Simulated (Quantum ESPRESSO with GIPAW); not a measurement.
# Solid-state NMR of K3SiNO3F6 by GIPAW, part 2 of 2

Aim: the magnetic shielding of every site in K3SiNO3F6.

Quantum ESPRESSO with GIPAW; PBEsol.

So far. Step 2 (Self-consistent run): It converged in 18 cycles to an estimated accuracy of 4e-11 Ry, on 6 irreducible k-points.

## Step 3: Shieldings

Level of this step: DFT, PBEsol, plane-wave PAW (pslibrary 1.0.0 recipes), scalar-relativistic, GIPAW shieldings (Quantum ESPRESSO with GIPAW).

The job finds the current that a weak uniform field induces (applied as a long wave, q_gipaw) and the field that this current makes at each nucleus. On atoms with p or d valence electrons much of the paramagnetic part arises close to the nucleus, where the PAW partial waves rebuild the true states. pawproj makes the reconstruction use the PAW data sets' own projectors.

nmr.in

```
&inputgipaw
  job = 'nmr'
  prefix = 'x'
  tmp_dir = './tmp/'
  restart_mode = 'from_scratch'
  verbosity = 'low'
  q_gipaw = 0.01
  spline_ps = .true.
  conv_threshold = 1.0d-11
  use_nmr_macroscopic_shape = .false.
  pawproj(1) = .true.
  pawproj(2) = .true.
  pawproj(3) = .true.
  pawproj(4) = .true.
  pawproj(5) = .true.
/
```

On the command line:

```console
$ mpirun -np 4 gipaw.x -in nmr.in > nmr.out
```

Output:

```text
[banner, memory and clock lines left out]
[a note of our patched build left out]

     Parallelizing q-star over 1 images

     IMPORTANT: XC functional enforced from input :
     Exchange-correlation= PBESOL
                           (   1   4  10   8   0   0   0)
     Any further DFT definition will be discarded
     Please, verify this is what you really want

     In N.pbesol-n-kjpaw_psl.1.0.0-gipaw.UPF the largest augmentation function (projectors 1 and 4, L = 1) is 9.4 times
     as large as its charge; the limit is 4.5
     Functions over the limit replaced by smooth ones with the moment of the charge, as in the saved run: 2

     Check: negative core charge=   -0.000004
[...]
projs nearly linearly dependent: l=0  n1,n2= 1, 2  s=  0.99583929
[...]
WARNING: some symmetry operations do not permute x, y and z, so the susceptibility and the shape term are
     wrong: all shieldings move alike (in wurtzite BN nosym gave 13 and 6 ppm more at 3 and 6 points an axis).
     Run pw.x with nosym, and raise the mesh until the susceptibility stays

     alpha_pv=     55.5801 eV

     spline_ps is .false., expect some extrapolation errors

     q-space interpolation up to    66.00 Rydberg

     GIPAW job: nmr
     NMR macroscopic correction: no
[...]
Computing the magnetic susceptibility     isolve=0    ethr=  0.1000E-10
     Starting from scratch
     k-point #    1 of     6      pool #  1    cpu time:       3.5
[...]
End of magnetic susceptibility calculation

     f-sum rule (1st term):
          -176.9602          0.0000         -0.0000
             0.0000       -176.9602         -0.0000
             0.0000          0.0000       -176.9618

     f-sum rule (2nd term):
            -6.1190          0.0000         -0.0000
             0.0000         -6.1190         -0.0000
             0.0000          0.0000         -6.1177

     f-sum rule (should be  -183.0394):
          -183.0792          0.0000         -0.0000
             0.0000       -183.0792         -0.0000
             0.0000          0.0000       -183.0795

[... susceptibilities left out ...]
     Contributions to the NMR chemical shifts: -------------------------------

     Macroscopic shape contribution in ppm:                    0.00
             0.0000          0.0000          0.0000
             0.0000          0.0000          0.0000
             0.0000          0.0000          0.0000

     Core contribution in ppm:

     Atom  1  K   pos: (  0.000000  0.000000  1.951731)  core sigma:        1192.38
     Atom  2  K   pos: (  0.000000  0.000000  0.650577)  core sigma:        1192.38
     Atom  3  K   pos: ( -0.000000  0.577350  2.381984)  core sigma:        1192.38
     Atom  4  K   pos: (  0.500000  0.288675  1.080830)  core sigma:        1192.38
     Atom  5  K   pos: (  0.500000  0.288675  0.220324)  core sigma:        1192.38
     Atom  6  K   pos: ( -0.000000  0.577350  1.521478)  core sigma:        1192.38
     Atom  7  Si  pos: (  0.000000  0.000000  0.000000)  core sigma:         836.91
     Atom  8  Si  pos: (  0.000000  0.000000  1.301154)  core sigma:         836.91
     Atom  9  F   pos: (  0.788807  0.121932  2.430243)  core sigma:         305.83
     Atom 10  F   pos: ( -0.288807  0.744093  1.129089)  core sigma:         305.83
     Atom 11  F   pos: (  0.000000  0.243864  1.129089)  core sigma:         305.83
     Atom 12  F   pos: (  0.211193  0.121932  2.430243)  core sigma:         305.83
     Atom 13  F   pos: (  0.288807  0.744093  1.129089)  core sigma:         305.83
     Atom 14  F   pos: (  0.500000  0.622161  1.473219)  core sigma:         305.83
     Atom 15  F   pos: (  0.000000  0.243864  0.172065)  core sigma:         305.83
     Atom 16  F   pos: (  0.288807  0.744093  0.172065)  core sigma:         305.83
     Atom 17  F   pos: (  0.211193  0.121932  1.473219)  core sigma:         305.83
     Atom 18  F   pos: (  0.500000  0.622161  2.430243)  core sigma:         305.83
     Atom 19  F   pos: ( -0.288807  0.744093  0.172065)  core sigma:         305.83
     Atom 20  F   pos: (  0.788807  0.121932  1.473219)  core sigma:         305.83
     Atom 21  O   pos: (  0.691775  0.399397  1.951731)  core sigma:         270.50
     Atom 22  O   pos: (  0.191775  0.466629  0.650577)  core sigma:         270.50
     Atom 23  O   pos: (  0.308225  0.399397  1.951731)  core sigma:         270.50
     Atom 24  O   pos: (  0.500000  0.067232  1.951731)  core sigma:         270.50
     Atom 25  O   pos: (  0.000000  0.798793  0.650577)  core sigma:         270.50
     Atom 26  O   pos: ( -0.191775  0.466629  0.650577)  core sigma:         270.50
     Atom 27  N   pos: (  0.500000  0.288675  1.951731)  core sigma:         235.22
     Atom 28  N   pos: ( -0.000000  0.577350  0.650577)  core sigma:         235.22

     Bare contribution in ppm:

     Atom  1  K   pos: (  0.000000  0.000000  1.951731)  bare sigma:         122.96
[...]
Atom  2  K   pos: (  0.000000  0.000000  0.650577)  bare sigma:         122.96
[...]
Atom  3  K   pos: ( -0.000000  0.577350  2.381984)  bare sigma:         127.14
[...]
Atom  4  K   pos: (  0.500000  0.288675  1.080830)  bare sigma:         127.14
[...]
Atom 13  F   pos: (  0.288807  0.744093  1.129089)  para_lq sigma:        -305.87
[...]
Atom 14  F   pos: (  0.500000  0.622161  1.473219)  para_lq sigma:        -305.87
[...]
Atom 15  F   pos: (  0.000000  0.243864  0.172065)  para_lq sigma:        -305.87
[...]
Atom 16  F   pos: (  0.288807  0.744093  0.172065)  para_lq sigma:        -305.87
[...]
Atom 17  F   pos: (  0.211193  0.121932  1.473219)  para_lq sigma:        -305.87
[...]
Atom 18  F   pos: (  0.500000  0.622161  2.430243)  para_lq sigma:        -305.87
[...]
Atom 19  F   pos: ( -0.288807  0.744093  0.172065)  para_lq sigma:        -305.87
[...]
Atom 20  F   pos: (  0.788807  0.121932  1.473219)  para_lq sigma:        -305.87
[...]
Atom 21  O   pos: (  0.691775  0.399397  1.951731)  para_lq sigma:        -240.74
[...]
Atom 22  O   pos: (  0.191775  0.466629  0.650577)  para_lq sigma:        -240.74
[...]
Atom 23  O   pos: (  0.308225  0.399397  1.951731)  para_lq sigma:        -240.74
[...]
Atom 24  O   pos: (  0.500000  0.067232  1.951731)  para_lq sigma:        -240.74
[...]
Atom 25  O   pos: (  0.000000  0.798793  0.650577)  para_lq sigma:        -240.74
[...]
Atom 26  O   pos: ( -0.191775  0.466629  0.650577)  para_lq sigma:        -240.74
[...]
Atom 27  N   pos: (  0.500000  0.288675  1.951731)  para_lq sigma:         -63.16
[...]
Atom 28  N   pos: ( -0.000000  0.577350  0.650577)  para_lq sigma:         -63.16
[...]
Total NMR chemical shifts in ppm: ---------------------------------------
     (adopting the Simpson convention for anisotropy and asymmetry)-----------

     Atom  1  K   pos: (  0.000000  0.000000  1.951731)  Total sigma:        1209.15
          1216.2526          0.0000          0.0000
             0.0000       1216.2526          0.0000
             0.0000          0.0000       1194.9424

     K       1    anisotropy:    -21.31    eta:    0.0000
[...]
Atom  2  K   pos: (  0.000000  0.000000  0.650577)  Total sigma:        1209.15
[... its tensor is left out ...]
     Atom  3  K   pos: ( -0.000000  0.577350  2.381984)  Total sigma:        1239.17
          1245.7700          0.0000         -0.0000
             0.0000       1245.7700          0.0000
             0.0000         -0.0000       1225.9605

     K       3    anisotropy:    -19.81    eta:    0.0000
[...]
Atom  4  K   pos: (  0.500000  0.288675  1.080830)  Total sigma:        1239.17
[... its tensor is left out ...]
     Atom  5  K   pos: (  0.500000  0.288675  0.220324)  Total sigma:        1239.17
[... its tensor is left out ...]
     Atom  6  K   pos: ( -0.000000  0.577350  1.521478)  Total sigma:        1239.17
[... its tensor is left out ...]
     Atom  7  Si  pos: (  0.000000  0.000000  0.000000)  Total sigma:         482.31
           482.7066          0.0000          0.0000
             0.0000        482.7066          0.0000
             0.0000          0.0000        481.5159

     Si      7    anisotropy:     -1.19    eta:    0.0000
[...]
Atom  8  Si  pos: (  0.000000  0.000000  1.301154)  Total sigma:         482.31
[... its tensor is left out ...]
     Atom  9  F   pos: (  0.788807  0.121932  2.430243)  Total sigma:         277.06
           291.8373        -23.8937         31.4746
           -23.8937        264.2473        -18.1719
            31.9492        -18.4459        275.0978

     F       9    anisotropy:     79.47    eta:    0.0045
[...]
Atom 10  F   pos: ( -0.288807  0.744093  1.129089)  Total sigma:         277.06
[... its tensor is left out ...]
     Atom 11  F   pos: (  0.000000  0.243864  1.129089)  Total sigma:         277.06
[... its tensor is left out ...]
     Atom 12  F   pos: (  0.211193  0.121932  2.430243)  Total sigma:         277.06
[... its tensor is left out ...]
     Atom 13  F   pos: (  0.288807  0.744093  1.129089)  Total sigma:         277.06
[... its tensor is left out ...]
     Atom 14  F   pos: (  0.500000  0.622161  1.473219)  Total sigma:         277.06
[... its tensor is left out ...]
     Atom 15  F   pos: (  0.000000  0.243864  0.172065)  Total sigma:         277.06
[... its tensor is left out ...]
     Atom 16  F   pos: (  0.288807  0.744093  0.172065)  Total sigma:         277.06
[... its tensor is left out ...]
     Atom 17  F   pos: (  0.211193  0.121932  1.473219)  Total sigma:         277.06
[... its tensor is left out ...]
     Atom 18  F   pos: (  0.500000  0.622161  2.430243)  Total sigma:         277.06
[... its tensor is left out ...]
     Atom 19  F   pos: ( -0.288807  0.744093  0.172065)  Total sigma:         277.06
[... its tensor is left out ...]
     Atom 20  F   pos: (  0.788807  0.121932  1.473219)  Total sigma:         277.06
[... its tensor is left out ...]
     Atom 21  O   pos: (  0.691775  0.399397  1.951731)  Total sigma:        -177.65
          -234.6794         60.7149          0.0000
            60.7149       -304.7869          0.0000
             0.0000          0.0000          6.5219

     O      21    anisotropy:    276.26    eta:    0.7613
[...]
Atom 22  O   pos: (  0.191775  0.466629  0.650577)  Total sigma:        -177.65
[... its tensor is left out ...]
     Atom 23  O   pos: (  0.308225  0.399397  1.951731)  Total sigma:        -177.65
[... its tensor is left out ...]
     Atom 24  O   pos: (  0.500000  0.067232  1.951731)  Total sigma:        -177.65
[... its tensor is left out ...]
     Atom 25  O   pos: (  0.000000  0.798793  0.650577)  Total sigma:        -177.65
[... its tensor is left out ...]
     Atom 26  O   pos: ( -0.191775  0.466629  0.650577)  Total sigma:        -177.65
[... its tensor is left out ...]
     Atom 27  N   pos: (  0.500000  0.288675  1.951731)  Total sigma:        -147.22
          -209.3438          0.0000          0.0000
             0.0000       -209.3438         -0.0000
            -0.0000         -0.0000        -22.9871

     N      27    anisotropy:    186.36    eta:    0.0000
[...]
Atom 28  N   pos: ( -0.000000  0.577350  0.650577)  Total sigma:        -147.22
[... its tensor is left out ...]
```

Elapsed: 74 min, on 4 MPI ranks of Arm Neoverse V1, shared host; peak memory 2 GiB; 4.9 h of CPU time.

The f-sum rule is met to 0.040 of 183.0 (0.02 %). Converged shieldings require that this miss be small, but a small miss does not prove them. gipaw.x warns that with these symmetry operations the susceptibility and the shape term are unreliable; the other terms are not touched. This build smooths some augmentation functions of the files as it reads them, which, it says, moves results; by how much was not measured here.

From the symmetric part of each tensor, with principal values σ11 ≤ σ22 ≤ σ33: σ_iso is their mean, the span is σ33 − σ11 and the skew 3(σ_iso − σ22)/span. (gipaw.x prints an anisotropy in another convention.)

```
site  atom no.  atoms in cell  σ_iso (ppm)  span (ppm)   skew
K(1)         1              2       1209.1        21.3  -1.00
K(2)         3              4       1239.2        19.8  -1.00
  Si         7              2        482.3         1.2  -1.00
   F         9             12        277.1        79.6   0.99
   O        21              6       -177.6       346.4   0.19
   N        27              2       -147.2       186.4   1.00
```

The macroscopic shape term is switched off. For a spherical sample the valence susceptibility of this run would add about 7 ppm to every site, a rough estimate, since the susceptibility converges slowly and lacks part of the PAW terms, above all in hexagonal and trigonal cells. Differences within the crystal don't depend on it, but shieldings of different compounds can't be compared to better than a few ppm without it.

An axis of order three or more runs through K(1), K(2), Si and N, so two principal values coincide and the skew is ±1. In this run the largest span is that of O (site symmetry mm2), with principal values -339.8, -199.6 and 6.5 ppm. On F the most shielded direction lies along its short bond to Si: a field along the bond can't mix the bonding orbital with those across it, so the paramagnetic term is smallest there. On O the middle shielded direction lies along its short bond to N.

17O and 39K also have a quadrupolar coupling here. It is not given: on PAW files the efg job of this gipaw.x leaves out the augmentation charge of neighbouring atoms and can miss by tens of per cent.

## Step 4: Sites, surroundings and shifts

Covalently bonded atoms count as neighbours within 1.18 times the sum of their radii. Otherwise a cation's neighbours lie within 1.2 times its shortest bond (1.3 for large cations, each anion's radius taken off where they differ), and an anion's are the cations that count it.

```
site  atom no.  atoms in cell   surroundings     bonds (Å)  σ_iso (ppm)
K(1)         1              2          KF6O6  2.89 to 3.07       1209.1
K(2)         3              4          KF9O3  2.89 to 3.20       1239.2
  Si         7              2           SiF6         1.708        482.3
   F         9             12  bound to SiK4  1.71 to 3.07        277.1
   O        21              6   bound to NK4  1.27 to 3.20       -177.6
   N        27              2            NO3         1.267       -147.2
```

The 2 K sites spread over 30.0 ppm in shielding, from K(1) (least shielded) to K(2).

Simulated spectrum: 19F MAS at 30 kHz, 14.1 T (565.1 MHz), lines broadened by 2 ppm; the axis counts ppm from the isotropic position of F, as −Δσ; rigid lattice, with dipolar and J couplings left out. Its lines over 1.5 % of the strongest:

```
offset (ppm)  area
        53.1  0.08
         0.0  1.00
       -53.1  0.06
      -106.2  0.02
```

Spinning sidebands lie 53.1 ppm apart.

## Step 5: Summary of results

```json
{
  "29Si shielding without shape term": "482.3 ppm",
  "19F shielding without shape term": "277.1 ppm",
  "17O shielding without shape term": "-177.6 ppm",
  "15N shielding without shape term": "-147.2 ppm",
  "39K shielding without shape term": "1209.1, 1239.2 ppm"
}
```

In words: 29Si has one site (SiF6), with isotropic shielding 482.3 ppm (shape term left out). A shift needs a reference, δ = σ_ref − σ, fixed on measured compounds; for 29Si of this kind at this level too few were at hand, or they scattered too widely about a line, so none is given. No sound run at another cutoff or mesh is at hand, so convergence rests on the f-sum rule and on experience with these files. Groups such as SiF6 often reorient fast at room temperature, which averages anisotropies and couplings that this rigid-lattice calculation keeps whole. This build of gipaw.x prints that it is not audited and that its numbers are no references by themselves. It also reports spline_ps as false although the input sets it; why was not traced.

[Banner, clock, file and message-heading lines were taken out of the pw.x and gipaw.x logs.]

[Logs are printed without paths, hosts, clocks, repeated set-up lines and the standing remarks that a program may print on its own settings, such as how far it seeks lower states.]

[Hosts, paths, dates, database ids (printed as entryN), source tags and the programs' standing remarks are cut or masked in the printed files.]

[Where no reference line passes its bar on scatter, no shift is given, so a measured shift of this compound may stand uncompared.]
